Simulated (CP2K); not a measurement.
Consider hydrogen sulfide at its PBE geometry (Å).

```xyz
3

S    -0.0370    0.6272    0.0000
H    -0.9458   -0.3704    0.0000
H     0.9828   -0.2567    0.0000
```

Method: CP2K XAS_TDP, all-electron GAPW, PBEh(45%), aug-cc-pVTZ, TDA, GW2X-corrected core level, ZORA, spin–orbit coupling.

**Question.** Where do the S L₂,₃-edge lines lie, and how strong are they?

Leading lines: S1 165.37 eV. The leading line of an atom is its first one with 35 % of the strongest within 2.5 eV of its lowest line over the strength cut. Core ionisation energies at this level: S1 169.69/169.77/170.87 eV; the 2p½ level lies 1.14 eV above the 2p3/2 pair.

The first six lines of each atom with a strength over 0.0003:

```tsv
atom	energy (eV)	states	strength, one atom	above the computed threshold
S1 (bonded to 2 H)	165.02	1	0.0006	
	165.37	1	0.0027	
	165.61	1	0.0026	
	166.20	1	0.0048	
	166.22	1	0.0013	
	166.31	1	0.0025
```

Lines are vertical, at one geometry, with no vibrational structure. GW2X ionisation energies and lines can be off by 1 to 2 eV either way, and a good line position may hide errors that cancel. Rydberg lines, and the discretised continuum above threshold, depend on the basis and the box.

[Banner, clock and machine lines of the logs are left out without a mark of their own.]

[Logs are printed without paths, hosts, clocks, repeated set-up lines and the standing remarks that a program may print on its own settings, such as how far it seeks lower states.]

[Hosts, paths, dates, database ids (printed as entryN), source tags and the programs' standing remarks are cut or masked in the printed files.]
